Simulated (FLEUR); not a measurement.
**Collinear magnetic orders of 1 ML Fe on Ta(001), 1 substrate layers with FLEUR**

A self-consistent run ends on one state, which hangs on the start. Several orders of 1 ML Fe on Ta(001), 1 substrate layers are started in FLEUR and their energies compared.

Main program and level: FLEUR MaX-R8.1; LDA (VWN); all-electron FLAPW film, Dirac cores, scalar-relativistic bands.

This is a report of a sequence of runs, with most program output left out.

### 1. Set-up

The cell holds 2 atoms: 1 Ta and 1 Fe. Cell: a = 3.303 Å, b = 3.303 Å, c = 15.335 Å, α = 90.0°, β = 90.0°, γ = 90.0°. Pseudomorphic film on a typed substrate lattice, hard-sphere layer spacings, unrelaxed. Vacuum lies along c.

As a file:

```
Ta Fe
1.0
     3.30256    0.00000    0.00000
     0.00000    3.30256    0.00000
     0.00000    0.00000   15.33526
Ta Fe
1 1
Cartesian
  0.0000 0.0000 7.0000
  1.6513 1.6513 8.3353
```

### 2. Run 1 (ferro +)

The parallel start is the test of whether parallel moments hold.

inpgen writes inp.xml from crystal.txt; cutoffs, mixing, functional, smearing and local orbitals are then set in the file. The k list default-1 (kpts.xml, not shown) is a Γ-centred 8×8×1 mesh; where the ranks do not divide the number of points, some are split in two of half the weight.

inp.xml reads:

```
<?xml version="1.0" encoding="UTF-8" standalone="no"?>
<fleurInput fleurInputVersion="0.39">
   <comment>
      TaFe
   </comment>
   <calculationSetup>
      <cutoffs Kmax="3.6" Gmax="10.8" GmaxXC="10.8" numbands="0"/>
      <scfLoop itmax="120" minDistance="0.00002" maxIterBroyd="15" imix="Anderson" alpha="0.03" precondParam="0.0" spinf="2.0" sdNocoIR="T"/>
      <coreElectrons ctail="T" frcor="F" kcrel="0" coretail_lmax="0"/>
      <xcFunctional name="vwn" relativisticCorrections="F"/>
      <magnetism jspins="2"/>
      <soc l_soc="F" theta="0.0" phi="0.0" spav="F"/>
      <expertModes spex="0" secvar="F"/>
      <geometryOptimization l_f="F" forcealpha="1.0" forcemix="BFGS" epsdisp="0.00001" epsforce="0.00001"/>
      <ldaU l_linMix="F" mixParam="0.05" spinf="1.0"/>
   </calculationSetup>
   <cell>
      <bzIntegration valenceElectrons="43.0" mode="hist" fermiSmearingEnergy="0.00293995">
         <kPointListSelection listName="default-1"/>
         <xi:include xmlns:xi="http://www.w3.org/2001/XInclude" href="kpts.xml"> </xi:include>
      </bzIntegration>
      <xi:include xmlns:xi="http://www.w3.org/2001/XInclude" href="sym.xml"> </xi:include>
      <filmLattice scale="1.0" dVac="8.14" dTilda="10.64">
         <bravaisMatrixFilm>
            <row-1>    6.2409339100589758     0.0000000000000000</row-1>
            <row-2>    0.0000000000000000     6.2409339100589758</row-2>
         </bravaisMatrixFilm>
         <vacuumEnergyParameters vacuum="1" spinUp="-.25" spinDown="-.25"/>
         <vacuumEnergyParameters vacuum="2" spinUp="-.25" spinDown="-.25"/>
      </filmLattice>
   </cell>
   <atomSpecies>
      <species name="Tantalum (Ta)" element="Ta" atomicNumber="73">
         <mtSphere radius="2.41" gridPoints="797" logIncrement="0.017"/>
         <atomicCutoffs lmax="10" lnonsphr="8"/>
         <electronConfig flipSpins="F">
            <coreConfig>(1s1/2) (2s1/2) (2p1/2) (2p3/2) (3s1/2) (3p1/2) (3p3/2) (4s1/2) (3d3/2) (3d5/2) (4p1/2) (4p3/2) (4d3/2) (4d5/2)</coreConfig>
            <valenceConfig>(5s1/2) (5p1/2) (5p3/2) (6s1/2) (4f5/2) (4f7/2) (5d3/2) (5d5/2)</valenceConfig>
            <stateOccupation state="(5d3/2)" spinUp="0.600000" spinDown="0.600000"/>
            <stateOccupation state="(5d5/2)" spinUp="0.900000" spinDown="0.900000"/>
         </electronConfig>
         <energyParameters s="6" p="6" d="5" f="5"/>
         <lo type="SCLO" l="0" n="5" eDeriv="0"/>
         <lo type="SCLO" l="1" n="5" eDeriv="0"/>
         <lo type="SCLO" l="3" n="4" eDeriv="0"/>
      </species>
      <species name="Iron (Fe) 2.800" element="Fe" atomicNumber="26">
         <mtSphere radius="2.41" gridPoints="797" logIncrement="0.015"/>
         <atomicCutoffs lmax="10" lnonsphr="8"/>
         <electronConfig flipSpins="F">
            <coreConfig>(1s1/2) (2s1/2) (2p1/2) (2p3/2)</coreConfig>
            <valenceConfig>(3s1/2) (3p1/2) (3p3/2) (4s1/2) (3d3/2) (3d5/2)</valenceConfig>
            <stateOccupation state="(3d3/2)" spinUp="1.4" spinDown="1.0"/>
            <stateOccupation state="(3d5/2)" spinUp="3.0" spinDown="0.6"/>
         </electronConfig>
         <energyParameters s="4" p="4" d="3" f="4"/>
         <lo type="SCLO" l="0" n="3" eDeriv="0"/>
         <lo type="SCLO" l="1" n="3" eDeriv="0"/>
      </species>
   </atomSpecies>
   <atomGroups>
      <atomGroup species="Tantalum (Ta)">
         <filmPos label="                   1">.0000000000 .0000000000 -1.2616489630</filmPos>
         <force calculate="T" relaxXYZ="TTT"/>
      </atomGroup>
      <atomGroup species="Iron (Fe) 2.800">
         <filmPos label="                   2">1.000/2.000 1.000/2.000 1.2616489630</filmPos>
         <force calculate="T" relaxXYZ="TTT"/>
      </atomGroup>
   </atomGroups>
   <output dos="F" band="F" slice="F">
      <bandDOS minEnergy="-.5*Htr" maxEnergy="0.5*Htr" sigma="0.015" storeEVData="T"/>
      <plotting iplot="0" polar="F">
         <plot TwoD="T" vec1="  1.0  0.0  0.0" vec2="  0.0  1.0  0.0" vec3="  0.0  0.0  1.0" zero="  0.0  0.0 -0.5" file="plot"/>
      </plotting>
      <moessbauerParams electricFieldGradient="F" isomerShift="F" coreHyperfine="F" valenceHyperfine="F"/>
   </output>
</fleurInput>
```

crystal.txt reads:

```
TaFe
&input film=T cartesian=F /
3.30256000000  0.00000000000  0.00000000000
0.00000000000  3.30256000000  0.00000000000
0.00000000000  0.00000000000  1.00000000000
1.8897261246
1.0 1.0 1.0

2
73 0.00000000000  0.00000000000  -1.26164896296
26 0.50000000000  0.50000000000  1.26164896296 : 2.800

&kpt div1=8 div2=8 div3=1 gamma=T /
```

Run with:

```sh
> OMP_NUM_THREADS=1 inpgen -f crystal.txt > inpgen.log  # inp.xml is then edited as shown
> OMP_NUM_THREADS=1 mpirun -n 2 fleur_MPI > fleur.log
```

Elapsed: 1.7 min, on 2 MPI ranks of Arm Neoverse V1, shared host; peak memory 0.18 GiB.

Numbers from this step:

```yaml
free_energy: -459528.2539 eV
program_s_band_gap_on_this_mesh_in_a_metal_only_a_level_spacing: 0.003876 eV
magnetization: 1.347 μB
final_state: ferromagnetic, with opposed induced moments
largest_moment: 2.191 μB
```

After 47 cycles the largest moment stands at 2.19 μB.

### 3. Start 2: antiferro q=(1/2,1/2,0) +-

Reversing part of the moments tests the sign of the couplings between them.

The cell is doubled to 4 atoms to hold this order. The mesh is halved along the doubled vector, so that both cells sample the same points. The k list default-1 (kpts.xml, not shown) is a Γ-centred 4×8×1 mesh.

inp.xml: that of step 2 with these lines changed.

```diff
@@ -17,3 +17,3 @@
    <cell>
-      <bzIntegration valenceElectrons="43.0" mode="hist" fermiSmearingEnergy="0.00293995">
+      <bzIntegration valenceElectrons="86.0" mode="hist" fermiSmearingEnergy="0.00293995">
          <kPointListSelection listName="default-1"/>
@@ -24,4 +24,4 @@
          <bravaisMatrixFilm>
-            <row-1>    6.2409339100589758     0.0000000000000000</row-1>
-            <row-2>    0.0000000000000000     6.2409339100589758</row-2>
+            <row-1>   12.4818678201179516     0.0000000000000000</row-1>
+            <row-2>    6.2409339100589758     6.2409339100589758</row-2>
          </bravaisMatrixFilm>
@@ -59,2 +59,15 @@
       </species>
+      <species name="Iron (Fe) -2.800" element="Fe" atomicNumber="26">
+         <mtSphere radius="2.41" gridPoints="797" logIncrement="0.015"/>
+         <atomicCutoffs lmax="10" lnonsphr="8"/>
+         <electronConfig flipSpins="F">
+            <coreConfig>(1s1/2) (2s1/2) (2p1/2) (2p3/2)</coreConfig>
+            <valenceConfig>(3s1/2) (3p1/2) (3p3/2) (4s1/2) (3d3/2) (3d5/2)</valenceConfig>
+            <stateOccupation state="(3d3/2)" spinUp="1.0" spinDown="1.4"/>
+            <stateOccupation state="(3d5/2)" spinUp="0.6" spinDown="3.0"/>
+         </electronConfig>
+         <energyParameters s="4" p="4" d="3" f="4"/>
+         <lo type="SCLO" l="0" n="3" eDeriv="0"/>
+         <lo type="SCLO" l="1" n="3" eDeriv="0"/>
+      </species>
    </atomSpecies>
@@ -63,2 +76,3 @@
          <filmPos label="                   1">.0000000000 .0000000000 -1.2616489630</filmPos>
+         <filmPos label="                   2">1.000/2.000 .0000000000 -1.2616489630</filmPos>
          <force calculate="T" relaxXYZ="TTT"/>
@@ -66,3 +80,7 @@
       <atomGroup species="Iron (Fe) 2.800">
-         <filmPos label="                   2">1.000/2.000 1.000/2.000 1.2616489630</filmPos>
+         <filmPos label="                   3">.0000000000 1.000/2.000 1.2616489630</filmPos>
+         <force calculate="T" relaxXYZ="TTT"/>
+      </atomGroup>
+      <atomGroup species="Iron (Fe) -2.800">
+         <filmPos label="                   4">1.000/2.000 1.000/2.000 1.2616489630</filmPos>
          <force calculate="T" relaxXYZ="TTT"/>
```

crystal.txt reads:

```
TaFe
&input film=T cartesian=F /
6.60512000000  0.00000000000  0.00000000000
3.30256000000  3.30256000000  0.00000000000
0.00000000000  0.00000000000  1.00000000000
1.8897261246
1.0 1.0 1.0

4
73 0.00000000000  0.00000000000  -1.26164896296
73 0.50000000000  0.00000000000  -1.26164896296
26 0.00000000000  0.50000000000  1.26164896296 : 2.800
26 0.50000000000  0.50000000000  1.26164896296 : -2.800

&kpt div1=4 div2=8 div3=1 gamma=T /
```

Elapsed: 5.3 min, on 2 MPI ranks; peak memory 0.4 GiB.

Spin moment in the muffin-tin sphere by atom:

```
atom  spin moment in the muffin-tin sphere (μB)
 Ta1                                       0.00
 Ta2                                       0.00
 Fe3                                       2.34
 Fe4                                      -2.34
```

Numbers from this step:

| Property | Result |
| --- | --- |
| free energy | -919056.5624 eV |
| program's band gap on this mesh (in a metal only a level spacing) | 0.07777 eV |
| magnetization | 0 μB |
| final state | antiferromagnetic |

It lies 27.3 meV a seeded atom under the first start, and its largest moment is 2.34 μB against 2.19 μB.

### 4. Start 3: antiferro q=(0,1/2,0) +-

This order needs a doubled cell of 4 atoms. The mesh is halved along the doubled vector, so that both cells sample the same points. The k list default-1 (kpts.xml, not shown) is a Γ-centred 8×4×1 mesh.

inp.xml: that of step 3 with these lines changed.

```diff
@@ -24,4 +24,4 @@
          <bravaisMatrixFilm>
-            <row-1>   12.4818678201179516     0.0000000000000000</row-1>
-            <row-2>    6.2409339100589758     6.2409339100589758</row-2>
+            <row-1>    6.2409339100589758     0.0000000000000000</row-1>
+            <row-2>    0.0000000000000000    12.4818678201179516</row-2>
          </bravaisMatrixFilm>
@@ -76,3 +76,3 @@
          <filmPos label="                   1">.0000000000 .0000000000 -1.2616489630</filmPos>
-         <filmPos label="                   2">1.000/2.000 .0000000000 -1.2616489630</filmPos>
+         <filmPos label="                   2">.0000000000 1.000/2.000 -1.2616489630</filmPos>
          <force calculate="T" relaxXYZ="TTT"/>
@@ -80,3 +80,3 @@
       <atomGroup species="Iron (Fe) 2.800">
-         <filmPos label="                   3">.0000000000 1.000/2.000 1.2616489630</filmPos>
+         <filmPos label="                   3">1.000/2.000 1.000/4.000 1.2616489630</filmPos>
          <force calculate="T" relaxXYZ="TTT"/>
@@ -84,3 +84,3 @@
       <atomGroup species="Iron (Fe) -2.800">
-         <filmPos label="                   4">1.000/2.000 1.000/2.000 1.2616489630</filmPos>
+         <filmPos label="                   4">1.000/2.000 -1.000/4.000 1.2616489630</filmPos>
          <force calculate="T" relaxXYZ="TTT"/>
```

crystal.txt reads:

```
TaFe
&input film=T cartesian=F /
3.30256000000  0.00000000000  0.00000000000
0.00000000000  6.60512000000  0.00000000000
0.00000000000  0.00000000000  1.00000000000
1.8897261246
1.0 1.0 1.0

4
73 0.00000000000  0.00000000000  -1.26164896296
73 0.00000000000  0.50000000000  -1.26164896296
26 0.50000000000  0.25000000000  1.26164896296 : 2.800
26 0.50000000000  0.75000000000  1.26164896296 : -2.800

&kpt div1=8 div2=4 div3=1 gamma=T /
```

The job ended after 6.4 min (2 MPI ranks; peak memory 0.44 GiB; 13 min of CPU time).

Spin moment in the muffin-tin sphere by atom:

```
atom  spin moment in the muffin-tin sphere (μB)
 Ta1                                       0.00
 Ta2                                       0.00
 Fe3                                       2.21
 Fe4                                      -2.21
```

Read from the output:

```
free energy                                                       : -919056.6277 eV
program's band gap on this mesh (in a metal only a level spacing) : 1.00e-9 eV
magnetization                                                     : 0 μB
final state                                                       : antiferromagnetic
```

It lies 59.9 meV a seeded atom under the first start, and its largest moment is 2.21 μB against 2.19 μB.

### 5. Run 4 (no spin polarisation)

A spinless run gives the zero against which the gain from the moments is read.

The k list default-1 (kpts.xml, not shown) is a Γ-centred 8×8×1 mesh.

inp.xml: that of step 4 with these lines changed.

```diff
@@ -10,3 +10,3 @@
       <xcFunctional name="vwn" relativisticCorrections="F"/>
-      <magnetism jspins="2"/>
+      <magnetism jspins="1"/>
       <soc l_soc="F" theta="0.0" phi="0.0" spav="F"/>
@@ -17,3 +17,3 @@
    <cell>
-      <bzIntegration valenceElectrons="86.0" mode="hist" fermiSmearingEnergy="0.00293995">
+      <bzIntegration valenceElectrons="43.0" mode="hist" fermiSmearingEnergy="0.00293995">
          <kPointListSelection listName="default-1"/>
@@ -25,3 +25,3 @@
             <row-1>    6.2409339100589758     0.0000000000000000</row-1>
-            <row-2>    0.0000000000000000    12.4818678201179516</row-2>
+            <row-2>    0.0000000000000000     6.2409339100589758</row-2>
          </bravaisMatrixFilm>
@@ -46,3 +46,3 @@
       </species>
-      <species name="Iron (Fe) 2.800" element="Fe" atomicNumber="26">
+      <species name="Iron (Fe)" element="Fe" atomicNumber="26">
          <mtSphere radius="2.41" gridPoints="797" logIncrement="0.015"/>
@@ -52,17 +52,4 @@
             <valenceConfig>(3s1/2) (3p1/2) (3p3/2) (4s1/2) (3d3/2) (3d5/2)</valenceConfig>
-            <stateOccupation state="(3d3/2)" spinUp="1.4" spinDown="1.0"/>
-            <stateOccupation state="(3d5/2)" spinUp="3.0" spinDown="0.6"/>
-         </electronConfig>
-         <energyParameters s="4" p="4" d="3" f="4"/>
-         <lo type="SCLO" l="0" n="3" eDeriv="0"/>
-         <lo type="SCLO" l="1" n="3" eDeriv="0"/>
-      </species>
-      <species name="Iron (Fe) -2.800" element="Fe" atomicNumber="26">
-         <mtSphere radius="2.41" gridPoints="797" logIncrement="0.015"/>
-         <atomicCutoffs lmax="10" lnonsphr="8"/>
-         <electronConfig flipSpins="F">
-            <coreConfig>(1s1/2) (2s1/2) (2p1/2) (2p3/2)</coreConfig>
-            <valenceConfig>(3s1/2) (3p1/2) (3p3/2) (4s1/2) (3d3/2) (3d5/2)</valenceConfig>
-            <stateOccupation state="(3d3/2)" spinUp="1.0" spinDown="1.4"/>
-            <stateOccupation state="(3d5/2)" spinUp="0.6" spinDown="3.0"/>
+            <stateOccupation state="(3d3/2)" spinUp="1.200000" spinDown="1.200000"/>
+            <stateOccupation state="(3d5/2)" spinUp="1.800000" spinDown="1.800000"/>
          </electronConfig>
@@ -76,11 +63,6 @@
          <filmPos label="                   1">.0000000000 .0000000000 -1.2616489630</filmPos>
-         <filmPos label="                   2">.0000000000 1.000/2.000 -1.2616489630</filmPos>
          <force calculate="T" relaxXYZ="TTT"/>
       </atomGroup>
-      <atomGroup species="Iron (Fe) 2.800">
-         <filmPos label="                   3">1.000/2.000 1.000/4.000 1.2616489630</filmPos>
-         <force calculate="T" relaxXYZ="TTT"/>
-      </atomGroup>
-      <atomGroup species="Iron (Fe) -2.800">
-         <filmPos label="                   4">1.000/2.000 -1.000/4.000 1.2616489630</filmPos>
+      <atomGroup species="Iron (Fe)">
+         <filmPos label="                   2">1.000/2.000 1.000/2.000 1.2616489630</filmPos>
          <force calculate="T" relaxXYZ="TTT"/>
```

crystal.txt reads:

```
TaFe
&input film=T cartesian=F /
3.30256000000  0.00000000000  0.00000000000
0.00000000000  3.30256000000  0.00000000000
0.00000000000  0.00000000000  1.00000000000
1.8897261246
1.0 1.0 1.0

2
73 0.00000000000  0.00000000000  -1.26164896296
26 0.50000000000  0.50000000000  1.26164896296

&kpt div1=8 div2=8 div3=1 gamma=T /
```

The job ended after 35 s (2 MPI ranks; peak memory 0.13 GiB).

Read from the output:

```
free energy                                                       : -459528.1188 eV
program's band gap on this mesh (in a metal only a level spacing) : 0.01918 eV
final state                                                       : non-magnetic (no spin polarisation)
```

It lies 135 meV a seeded atom over the first start.

### 6. The states side by side

Free energies are divided by the number of seeded atoms, so that cells of unlike size compare. Wavevectors q in the names are fractions of the primitive cell's reciprocal vectors.

Orders:

```
                     start                                  final state  typed order kept  energy over the lowest (meV a seeded atom)  largest sphere moment (μB)  net moment (μB a primitive cell)  mesh matched  CPU time (s)
                   ferro +  ferromagnetic, with opposed induced moments               yes                                       59.94                       2.191                             1.347           yes         200.2
antiferro q=(1/2,1/2,0) +-                            antiferromagnetic               yes                                       32.67                       2.342                                 0           yes         640.4
  antiferro q=(0,1/2,0) +-                            antiferromagnetic               yes                                           0                       2.215                                 0           yes         765.8
      no spin polarisation                                 non-magnetic                 -                                         195                           0                                 0           yes         69.41
```

[end of part 1 of 2]

[Logs and program files are shortened in this print: banners, set-up blocks, solver, clock and traceback lines can be left out without a mark of their own.]

[Logs are printed without paths, hosts, clocks, repeated set-up lines and the standing remarks that a program may print on its own settings, such as how far it seeks lower states.]

[Hosts, paths, dates, database ids (printed as entryN), source tags and the programs' standing remarks are cut or masked in the printed files.]

[Where a cell is said to come from a database of computed structures, the database is the Materials Project.]
